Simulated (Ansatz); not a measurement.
**BeCu4Bi, from a guessed structure to a relaxed one**

Starting from a made-up structure for BeCu4Bi, the aim is the relaxed cell, its shortest contacts and, where a second run follows, its electronic structure.

Calculated with Ansatz 0.2.0; DFT, PBE, plane-wave PAW, files of the set soft_1, scalar-relativistic, ferromagnetic start, cell and ions relaxed at zero pressure; PAW set soft_1, in the first sound run; inputs show where later runs differ.

### Step 1. The starting structure

Symmetry: P-6m2, No. 187, hexagonal system. Conventional cell: a = 5.122 Å, b = 5.122 Å, c = 3.785 Å, α = 90.00°, β = 90.00°, γ = 120.00°. Nearest to Bi lie 3 Be at 2.96 Å and 15 Cu at 2.96 to 3.18 Å. Nearest to Cu lie 2 Be at 2.38 Å and 6 Cu at 2.42 to 2.62 Å and 4 Bi at 3.18 Å. Nearest to Cu lie 6 Cu at 2.42 Å and 3 Be at 2.96 Å and 3 Bi at 2.96 Å. Nearest to Be lie 9 Cu at 2.38 to 2.96 Å and 3 Bi at 2.96 Å. Farther neighbours are not listed.

### Step 2. Relaxing cell and atoms

The guess takes its coordinates from another compound and its volume from a rule, so the cell and any free coordinates are relaxed together.

input.yaml

```yaml
crystal:
  lattice:
    - [5.122, 0.0, 0.0]
    - [-2.561, 4.435782118, 0.0]
    - [0.0, 0.0, 3.785]
  atoms:
    - { symbol: Bi, position: [0.0, 0.0, 0.0] }
    - { symbol: Cu, position: [0.4963, 0.9926, 0.5], spin: 0.6 }
    - { symbol: Cu, position: [0.4963, 0.5037, 0.5], spin: 0.6 }
    - { symbol: Cu, position: [0.0074, 0.5037, 0.5], spin: 0.6 }
    - { symbol: Cu, position: [0.666666667, 0.333333333, 0.0], spin: 0.6 }
    - { symbol: Be, position: [0.333333333, 0.666666667, 0.0] }
magnetization:
  spin_polarized: true
kpoints:
  mp_grid: { grid: [6, 6, 7] }
scf:
  occupations: { method: fermi_dirac, width: 0.05 }
hamiltonian:
  xc: pbe
  pseudopotentials: { kind: paw, azcp: { folder: soft_1 } }
relax:
  f_tol: 0.015
  max_steps: 70
  cell: {}
output:
  forces: true
  stress: true
```

Started as:

```sh
> ansatz run input.yaml --threads 4 --pin off --max-ram 10240MiB --backend cpu --events-out ev --progress --plain --runs-dir out
```

Numbers of over 12 decimals in the logs are rounded to 6 here.

The program printed:

```text
Engine: ansatz 0.2.0, aarch64-unknown-linux-gnu
Pseudopotentials: kind: paw
Pseudopotential: Bi, paw, valence charge 15, recommended cutoff 420 eV (normal), soft_1/Bi.paw.azcp
Pseudopotential: Cu, paw, valence charge 19, recommended cutoff 420 eV (normal), soft_1/Cu.paw.azcp
Pseudopotential: Be, paw, valence charge 2, recommended cutoff 420 eV (normal), soft_1/Be.paw.azcp
Functional definition: PBE
  parameter kappa = 0.804
  parameter beta = 0.066725
  exchange = pbe_x(kappa = kappa, mu = beta*pi^2/3)
  correlation = pbe_c(beta = beta)
Crystal: 6 atoms, lattice volume = 85.995 Å³
Basis set: ecut = 420 eV, 1699 PW (Γ), exchange–correlation on 72×72×54 points (8 copies of the dense FFT grid, shifted against one another)
Bands: 58, of which v1, the nominal top of the filled ones, is band 47 counted from 1 (46 counted from 0)
Symmetry: 12 space group operations
Space group: P-6m2 (ITA 187), of the structure as read, at distance tolerance 4.4e-5 Å
Magnetic group: BNS 187.209 (UNI 1439), of the structure as read, at distance tolerance 4.4e-5 Å
k-points: 28 of 252 (time reversal used)
Non-local potential: Bi, projectors of the file, l = 0: 2, l = 1: 2, l = 2: 2, l = 3: 1
Non-local potential: Cu, projectors of the file, l = 0: 3, l = 1: 2, l = 2: 3, l = 3: 1
Non-local potential: Be, projectors of the file, l = 0: 2, l = 1: 2, l = 2: 1
PAW form: soft (Blöchl's): semilocal exchange-correlation on the pseudo side does not see the compensation charge
PAW one-centre angular grid: Bi, 590 points (default); XC on 64 Gauss nodes
PAW one-centre angular grid: Cu, 590 points (default); XC on 64 Gauss nodes
PAW one-centre angular grid: Be, 110 points (default); XC on 64 Gauss nodes
Initial density: superposition of atomic densities (chi_scale 0.1, normalization cell)
Starting moments: Σ|m| = 2.4 μB on 4 of 6 sites
Initial wavefunctions: pseudopotential atomic-orbital guess
Functional: x = pbe(κ = 0.804, μ = 0.219515), c = pbe(β = 0.066725)
SCF iter   1: F=—  HF=-38996.427639 eV  |F-HF|=—  |Δ(HF+E_count)|=         —  Δρ=1.67e-1 (↑1.67e-1 ↓8.04e-2)  dr2=3.47e1  dr2_m=1.63e0  M=0.587 μB ∫|m|=0.767 μB  β_m=0.30  ethr=3.10e-3  ⟨swp⟩=6.7  Hψ=12844  notcnv=0  defer=16
preconditioner: auto → Kerker (q_TF=auto, 2.764 Å⁻¹)  [metal: Δε(μ)=0.028 eV  Ē_g=11.323 eV  σ=0.050 eV  W_gap=0.14  n_scr=26 (ndim 8)  ℏωp=31.3 eV  f_vac=0.000  D(μ)=3.80/eV (n_scr^D=26)]
spin=Collinear: Kerker preconditioning applied to the charge; magnetization (m = ρ↑ − ρ↓) channel mixes plain (no charge-response kernel on spin).
SCF iter   2: F=—  HF=-38992.816714 eV  |F-HF|=—  |Δ(HF+E_count)|=    3.61e0  Δρ=5.33e-2 (↑4.34e-2 ↓5.33e-2)  dr2=1.06e0  dr2_m=1.64e0  M=0.162 μB ∫|m|=0.325 μB  β_m=0.30  ethr=3.10e-3  ⟨swp⟩=2.1  Hψ=6800  notcnv=0  defer=209
SCF iter   3: F=—  HF=-38992.204599 eV  |F-HF|=—  |Δ(HF+E_count)|=   6.12e-1  Δρ=5.07e-2 (↑5.07e-2 ↓2.15e-2)  dr2=1.55e0  dr2_m=8.70e-1  M=0.137 μB ∫|m|=0.281 μB  β_m=0.30  ethr=1.14e-3  ⟨swp⟩=2.1  Hψ=5529  notcnv=0  defer=222
SCF iter   4: F=—  HF=-38991.756618 eV  |F-HF|=—  |Δ(HF+E_count)|=   4.48e-1  Δρ=3.65e-2 (↑1.53e-2 ↓3.65e-2)  dr2=2.58e-1  dr2_m=5.08e-1  M=0.107 μB ∫|m|=0.194 μB  β_m=0.30  ethr=1.14e-3  ⟨swp⟩=2.6  Hψ=4884  notcnv=0  defer=222
SCF iter   5: F=—  HF=-38991.875543 eV  |F-HF|=—  |Δ(HF+E_count)|=   1.19e-1  Δρ=3.46e-2 (↑5.37e-3 ↓3.46e-2)  dr2=5.11e-1  dr2_m=2.88e-1  M=0.078 μB ∫|m|=0.146 μB  β_m=0.30  ethr=2.78e-4  ⟨swp⟩=2.1  Hψ=4277  notcnv=0  defer=220
SCF iter   6: F=—  HF=-38991.905199 eV  |F-HF|=—  |Δ(HF+E_count)|=   2.97e-2  Δρ=2.71e-2 (↑3.27e-3 ↓2.71e-2)  dr2=3.72e-1  dr2_m=1.60e-1  M=0.058 μB ∫|m|=0.114 μB  β_m=0.30  ethr=2.78e-4  ⟨swp⟩=1.5  Hψ=3108  notcnv=0  defer=220
Mixer restart at iter 6: flushing history
spin-set hold released at iteration 6 (site moments contracting): the magnetisation degrees of freedom join the quasi-Newton model from the next iteration; the mixer history was flushed
SCF iter   7: F=—  HF=-38991.897595 eV  |F-HF|=—  |Δ(HF+E_count)|=   7.60e-3  Δρ=1.72e-2 (↑4.38e-3 ↓1.72e-2)  dr2=1.18e-1  dr2_m=8.85e-2  M=0.045 μB ∫|m|=0.091 μB  β_m=0.65  ethr=2.78e-4  ⟨swp⟩=2.0  Hψ=3462  notcnv=0  defer=220
SCF iter   8: F=—  HF=-38991.930716 eV  |F-HF|=—  |Δ(HF+E_count)|=   3.31e-2  Δρ=1.28e-2 (↑9.24e-3 ↓1.28e-2)  dr2=2.64e-1  dr2_m=2.59e-3  M=0.006 μB ∫|m|=0.022 μB  β_m=0.48  ethr=1.26e-4  ⟨swp⟩=2.0  Hψ=6079  notcnv=0  defer=220
SCF iter   9: F=—  HF=-38991.861296 eV  |F-HF|=—  |Δ(HF+E_count)|=   6.94e-2  Δρ=1.96e-3 (↑1.96e-3 ↓8.73e-4)  dr2=2.20e-3  dr2_m=4.06e-4  M=0.002 μB ∫|m|=0.014 μB  β_m=0.74  ethr=1.26e-4  ⟨swp⟩=2.1  Hψ=5510  notcnv=0  defer=214
SCF iter  10: F=—  HF=-38991.867121 eV  |F-HF|=—  |Δ(HF+E_count)|=   5.83e-3  Δρ=1.56e-3 (↑1.56e-3 ↓1.05e-3)  dr2=2.73e-3  dr2_m=2.55e-4  M=0.002 μB ∫|m|=0.008 μB  β_m=0.87  ethr=2.37e-6  ⟨swp⟩=2.0  Hψ=5521  notcnv=0  defer=214
SCF iter  11: F=—  HF=-38991.869649 eV  |F-HF|=—  |Δ(HF+E_count)|=   2.53e-3  Δρ=2.65e-3 (↑2.60e-3 ↓2.65e-3)  dr2=1.44e-2  dr2_m=5.32e-5  M=0.001 μB ∫|m|=0.004 μB  β_m=0.63  ethr=2.37e-6  ⟨swp⟩=2.0  Hψ=5876  notcnv=0  defer=214  recentre
SCF iter  12: F=—  HF=-38991.867076 eV  |F-HF|=—  |Δ(HF+E_count)|=   2.57e-3  Δρ=6.62e-4 (↑6.62e-4 ↓5.62e-4)  dr2=6.60e-4  dr2_m=5.47e-5  M=0.001 μB ∫|m|=0.004 μB  β_m=0.61  ethr=2.37e-6  ⟨swp⟩=2.0  Hψ=5546  notcnv=0  defer=214
SCF iter  13: F=—  HF=-38991.866976 eV  |F-HF|=—  |Δ(HF+E_count)|=   9.98e-5  Δρ=1.46e-4 (↑1.46e-4 ↓1.43e-4)  dr2=4.60e-5  dr2_m=3.29e-6  M=0.000 μB ∫|m|=0.001 μB  β_m=0.81  ethr=7.10e-7  ⟨swp⟩=2.0  Hψ=4139  notcnv=0  defer=214
SCF iter  14: F=—  HF=-38991.867002 eV  |F-HF|=—  |Δ(HF+E_count)|=   2.60e-5  Δρ=2.65e-5 (↑2.65e-5 ↓2.54e-5)  dr2=2.00e-6  dr2_m=1.18e-8  M=0.000 μB ∫|m|=0.000 μB  β_m=0.84  ethr=4.95e-8  ⟨swp⟩=2.0  Hψ=4113  notcnv=0  defer=214
SCF iter  15: F=—  HF=-38991.867002 eV  |F-HF|=—  |Δ(HF+E_count)|=   3.89e-7  Δρ=5.25e-6 (↑4.24e-6 ↓5.25e-6)  dr2=7.33e-8  dr2_m=1.30e-9  M=0.000 μB ∫|m|=0.000 μB  β_m=0.92  ethr=1.08e-10  ⟨swp⟩=2.7  Hψ=10718  notcnv=0
SCF iter  16: F=-38991.867001 eV  HF=-38991.867002 eV  |F-HF|=9.11e-9  |Δ(HF+E_count)|=   6.55e-9  Δρ=9.94e-7 (↑9.74e-7 ↓9.94e-7)  dr2=4.66e-9  dr2_m=2.84e-12  M=0.000 μB ∫|m|=0.000 μB  ethr=7.88e-11  ⟨swp⟩=3.0  Hψ=7742  notcnv=0
[...]
preconditioner: auto → Kerker (q_TF=auto, 2.755 Å⁻¹)  [metal: Δε(μ)=0.045 eV  Ē_g=12.153 eV  σ=0.050 eV  W_gap=0.21  n_scr=26 (ndim 8)  ℏωp=31.0 eV  f_vac=0.000  D(μ)=3.10/eV (n_scr^D=26)]
spin=Collinear: Kerker preconditioning applied to the charge; magnetization (m = ρ↑ − ρ↓) channel mixes plain (no charge-response kernel on spin).
SCF iter   2: F=—  HF=-38991.902615 eV  |F-HF|=—  |Δ(HF+E_count)|=   2.42e-3  Δρ=4.27e-4 (↑4.27e-4 ↓4.27e-4)  dr2=1.49e-5  dr2_m=1.16e-12  M=-0.000 μB ∫|m|=0.000 μB  β_m=0.64  ethr=2.99e-8  ⟨swp⟩=1.2  Hψ=3260  notcnv=0
SCF iter   3: F=—  HF=-38991.904953 eV  |F-HF|=—  |Δ(HF+E_count)|=   2.34e-3  Δρ=6.55e-5 (↑6.55e-5 ↓6.54e-5)  dr2=7.18e-6  dr2_m=1.44e-13  M=0.000 μB ∫|m|=0.000 μB  β_m=0.47  ethr=1.61e-8  ⟨swp⟩=2.0  Hψ=4560  notcnv=0
SCF iter   4: F=—  HF=-38991.904945 eV  |F-HF|=—  |Δ(HF+E_count)|=   8.15e-6  Δρ=6.05e-6 (↑6.04e-6 ↓6.05e-6)  dr2=8.00e-8  dr2_m=1.50e-13  M=-0.000 μB ∫|m|=0.000 μB  β_m=0.47  ethr=7.72e-9  ⟨swp⟩=2.0  Hψ=5449  notcnv=0
SCF iter   5: F=—  HF=-38991.904945 eV  |F-HF|=—  |Δ(HF+E_count)|=   7.01e-8  Δρ=2.90e-6 (↑2.90e-6 ↓2.90e-6)  dr2=1.24e-8  dr2_m=4.32e-14  M=-0.000 μB ∫|m|=0.000 μB  β_m=0.45  ethr=8.60e-11  ⟨swp⟩=2.0  Hψ=4480  notcnv=0
SCF iter   6: F=—  HF=-38991.904945 eV  |F-HF|=—  |Δ(HF+E_count)|=   1.19e-8  Δρ=2.62e-6 (↑2.62e-6 ↓2.62e-6)  dr2=5.48e-9  dr2_m=2.00e-14  M=-0.000 μB ∫|m|=0.000 μB  β_m=0.72  ethr=1.33e-11  ⟨swp⟩=2.0  Hψ=4538  notcnv=0
SCF iter   7: F=—  HF=-38991.904945 eV  |F-HF|=—  |Δ(HF+E_count)|=   5.07e-9  Δρ=2.33e-6 (↑2.33e-6 ↓2.33e-6)  dr2=6.15e-9  dr2_m=5.42e-15  M=-0.000 μB ∫|m|=0.000 μB  β_m=0.86  ethr=5.89e-12  ⟨swp⟩=2.0  Hψ=4610  notcnv=0
SCF iter   8: F=—  HF=-38991.904945 eV  |F-HF|=—  |Δ(HF+E_count)|=   2.96e-8  Δρ=1.22e-7 (↑1.22e-7 ↓1.21e-7)  dr2=1.21e-10  dr2_m=4.75e-16  M=-0.000 μB ∫|m|=0.000 μB  β_m=0.93  ethr=5.89e-12  ⟨swp⟩=2.0  Hψ=4096  notcnv=0
SCF iter   9: F=—  HF=-38991.904964 eV  |F-HF|=—  |Δ(HF+E_count)|=   1.87e-5  Δρ=6.59e-7 (↑6.58e-7 ↓6.59e-7)  dr2=2.06e-9  dr2_m=1.13e-16  M=-0.000 μB ∫|m|=0.000 μB  β_m=0.93  ethr=1.00e-12  ⟨swp⟩=5.0  Hψ=11810  notcnv=0
SCF iter  10: F=—  HF=-38991.904964 eV  |F-HF|=—  |Δ(HF+E_count)|=  7.28e-12  Δρ=6.63e-7 (↑6.63e-7 ↓6.63e-7)  dr2=2.07e-9  dr2_m=7.12e-17  M=-0.000 μB ∫|m|=0.000 μB  β_m=0.97  ethr=1.00e-12  ⟨swp⟩=1.1  Hψ=3252  notcnv=0
SCF iter  11: F=—  HF=-38991.904964 eV  |F-HF|=—  |Δ(HF+E_count)|=  5.82e-11  Δρ=6.79e-7 (↑6.79e-7 ↓6.79e-7)  dr2=2.16e-9  dr2_m=6.92e-17  M=-0.000 μB ∫|m|=0.000 μB  β_m=0.98  ethr=1.00e-12  ⟨swp⟩=1.0  Hψ=3248  notcnv=0
SCF iter  12: F=—  HF=-38991.904964 eV  |F-HF|=—  |Δ(HF+E_count)|=  2.18e-11  Δρ=7.07e-7 (↑7.07e-7 ↓7.07e-7)  dr2=2.31e-9  dr2_m=7.70e-17  M=-0.000 μB ∫|m|=0.000 μB  β_m=0.99  ethr=1.00e-12  ⟨swp⟩=1.0  Hψ=3248  notcnv=0
SCF iter  13: F=—  HF=-38991.904964 eV  |F-HF|=—  |Δ(HF+E_count)|=  1.46e-11  Δρ=7.07e-7 (↑7.07e-7 ↓7.07e-7)  dr2=2.33e-9  dr2_m=7.18e-17  M=-0.000 μB ∫|m|=0.000 μB  β_m=1.00  ethr=1.00e-12  ⟨swp⟩=1.0  Hψ=3248  notcnv=0
SCF iter  14: F=—  HF=-38991.904964 eV  |F-HF|=—  |Δ(HF+E_count)|=    0.00e0  Δρ=6.78e-7 (↑6.78e-7 ↓6.78e-7)  dr2=2.01e-9  dr2_m=5.69e-17  M=-0.000 μB ∫|m|=0.000 μB  β_m=1.00  ethr=1.00e-12  ⟨swp⟩=1.0  Hψ=3248  notcnv=0
SCF iter  15: F=—  HF=-38991.904964 eV  |F-HF|=—  |Δ(HF+E_count)|=  7.28e-12  Δρ=6.25e-7 (↑6.24e-7 ↓6.25e-7)  dr2=1.89e-9  dr2_m=5.05e-17  M=-0.000 μB ∫|m|=0.000 μB  β_m=0.98  ethr=1.00e-12  ⟨swp⟩=1.0  Hψ=3248  notcnv=0
SCF iter  16: F=—  HF=-38991.904964 eV  |F-HF|=—  |Δ(HF+E_count)|=  2.91e-11  Δρ=4.89e-7 (↑4.89e-7 ↓4.89e-7)  dr2=9.52e-10  dr2_m=3.04e-17  M=0.000 μB ∫|m|=0.000 μB  β_m=0.68  ethr=1.00e-12  ⟨swp⟩=1.1  Hψ=3252  notcnv=0
SCF iter  17: F=-38991.904964 eV  HF=-38991.904964 eV  |F-HF|=0.00e0  |Δ(HF+E_count)|=    0.00e0  Δρ=2.91e-8 (↑2.91e-8 ↓2.90e-8)  dr2=2.96e-12  dr2_m=6.99e-17  M=0.000 μB ∫|m|=0.000 μB  ethr=1.00e-12  ⟨swp⟩=2.1  Hψ=10728  notcnv=0
the starting moments were not kept: the SCF closed with an absolute magnetisation of 2.2e-8 μB, where they sum to 2.4 μB in size (4 sites). That is at most 0.1 of that sum. Measured as dr2_m measures the in/out step, that magnetisation stands 3.6e-17 eV from none, at or under the dr2_threshold of 6.0e-11 eV: it is no larger than a step whose dr2_m would equal this threshold.
SCF 5 converged in 17 iterations: F = -38991.904964 eV  dr2 = 2.96e-12
relax step   5: F+E_penalty+E_count = -38991.90496377 eV  Δ(F+E_penalty+E_count) = -7.208e-4 eV  max|allowed force component| = 1.457e-4 eV/Å  Δτ_max = 0.0000 Å  P = -0.023 GPa  Ω = 87.634 Å³  stress off target by 2.72e-2 GPa  SCF on the basis re-selected at this cell (its energy is not comparable with the rows above)  (17 SCF iters)
basis re-selected at this cell: Δ(F+E_penalty+E_count) = -7.208e-4 eV, ΔP = -0.006 GPa vs the last step (what re-selecting the basis moved, of the pressure what is left beyond the Pulay correction that the steps carried, after the strain that the cell walked since its last selection, with what the two solves' SCF thresholds leave and, on support functions, any second-order correction that the steps lacked; it is no m [...]
SCF converged after 17 iterations
Magnetization: 0.0000 μB (46.5000 up, 46.5000 down)
Absolute magnetization: 0.0000 μB (∫|ρ↑−ρ↓|, with the PAW one-centre terms)
Spin contamination: 0.0000 ħ² per cell (⟨S²⟩ above its minimum at these occupations)
Per-site moments (μB) at R_I (Å): [(1.329571795493162e-9, 1.215130), (9.287408910481923e-10, 0.994953), (9.287404983436525e-10, 0.994953), (9.2874000001884e-10, 0.994953), (6.440653497388915e-10, 1.017091), (5.966927401053048e-9, 0.994953)]
Free energy (F): -38991.904964 eV
Harris-Foulkes:  -38991.904964 eV  (|F-HF|=0.00e0)
Internal energy: -38991.881224 eV  (E = F + TS)
E sigma→0 (E₀):  -38991.893094 eV
Entropy (-TS):   -0.023740 eV (-3.957 meV/atom)
Fermi energy:    13.687895 eV
--- Per-component energies (eV) ---
  E_band       = -1705.453279
  E_kinetic    = 1319.263147
  E_local      = -22810.168329  (includes V_loc(G=0)·N_el)
  E_nonlocal   = 3972.165746
  E_hartree    = 9791.671430
  E_xc         = -447.038695
  E_vxc        = -506.842430  (∫ρ·V_xc dr)
  E_paw        = -17982.670229  (= ΣΔE_a)
  E_vpaw       = -3263.218513  (= ΣTr[D̂ρ^β])
  E_aug_tail   = 0.004297  (compensation charges beyond the density's cutoff)
  E_ewald      = -12835.108591
  E_smearing   = -0.023740  (= −TS)
  E_closure    = -0.000000  (closes the sum)
  Σ components = -38991.904964   (vs F -38991.904964, Δ=0.00e0)
--- Forces (eV/Å), atoms counted from 1 ---
  atom   1  Bi    -0.00000000     0.00000000     0.00000000
  atom   2  Cu     0.00000000    -0.00014565     0.00000000
  atom   3  Cu    -0.00012614     0.00007283     0.00000000
  atom   4  Cu     0.00012614     0.00007283     0.00000000
  atom   5  Cu     0.00000000     0.00000000     0.00000000
  atom   6  Be     0.00000000    -0.00000000     0.00000000
  max |Σ_I F_I| component: 1.85e-17 eV/Å
--- Stress (GPa, compression-positive) ---
       -0.027249       0.000000       0.000000
        0.000000      -0.027249       0.000000
        0.000000       0.000000      -0.013742
  P = ⅓ Tr σ = -0.0227 GPa (-0.227 kbar)
--- Relaxed structure (4 steps of the walk, 4 accepted, 1 SCFs on fresh bases) ---
  F+E_penalty+E_count = -38991.90496377 eV   max|allowed force component| = 1.457e-4 eV/Å   (the final SCF, on the basis selected at the relaxed cell)
  cell:  # Å, volume = 87.6335 Å³
    - [5.102221, 0, 0.0]
    - [-2.551111, 4.418653, 0.0]
    - [0.0, 0.0, 3.887058]
  atoms:
    - { symbol: Bi, position: [0, 0, 0.0] }
    - { symbol: Cu, position: [0.494972, 0.989944, 0.500000] }
    - { symbol: Cu, position: [0.494972, 0.505028, 0.500000] }
    - { symbol: Cu, position: [0.010056, 0.505028, 0.500000] }
    - { symbol: Cu, position: [0.666667, 0.333333, 0.0] }
    - { symbol: Be, position: [0.333333, 0.666667, 0.0] }
```

It took 37 s on 4 threads of Arm Neoverse V2, shared host; peak memory 0.54 GiB; 2.5 min of CPU time.

Relaxation path:

```
step  energy less that of the first step (eV)  largest force component (eV/Å)  pressure (GPa)  volume (Å³)
   1                                   0.0000                          0.3067            2.26        86.00
   2                                  -0.0280                          0.1655            0.82        87.02
   3                                  -0.0372                          0.0004            0.17        87.47
   4                                  -0.0372                          0.0004           -0.02        87.63
  5*                                  -0.0380                          0.0001           -0.02        87.63
```

Relaxation steps marked * repeat the geometry before them on a plane-wave basis chosen anew for their cell, so energy and pressure can jump there.

The run keeps the 12 symmetry operations that it works with, so distortions that break them were not tested.

```
conventional cell, symmetrised  before  after  change
                         a (Å)   5.122  5.102  -0.4 %
                         b (Å)   5.122  5.102  -0.4 %
                         c (Å)   3.785  3.887  +2.7 %
              volume (Å³/atom)   14.33  14.61  +1.9 %
```

The atoms that moved most (Å, as changes of fractional coordinates times the final cell):

```
atom      dx      dy     dz  length
 Cu2   0.000  -0.012  0.000   0.012
 Cu4   0.010   0.006  0.000   0.012
 Cu3  -0.010   0.006  0.000   0.012
```

Numbers from this step:

| Property | Result |
| --- | --- |
| free energy | -38991.9050 eV |
| energy at zero smearing | -38991.8931 eV |
| smearing term TS | 0.02374 eV |
| Fermi energy | 13.69 eV |
| electrons | 93 |
| symmetry operations | 12 |
| pressure | -0.02275 GPa |

The shortest distance of each pair, which need not be the same contact before and after:

```
 pair  guess (Å)  relaxed (Å)
Be–Cu      2.382        2.412
Cu–Cu      2.422        2.466
Bi–Cu      2.957        2.946
Be–Bi      2.957        2.946
Bi–Bi      3.785        3.887
```

The relaxation ends with a largest force component of 1.5e-4 eV/Å and a pressure of -0.02 GPa. No moment survives the cycle: this start ends non-magnetic.

(Part 1 of 2 ends here.)

[Logs are printed without paths, hosts, clocks, repeated set-up lines and the standing remarks that a program may print on its own settings, such as how far it seeks lower states.]

[Hosts, paths, dates, database ids (printed as entryN), source tags and the programs' standing remarks are cut or masked in the printed files.]
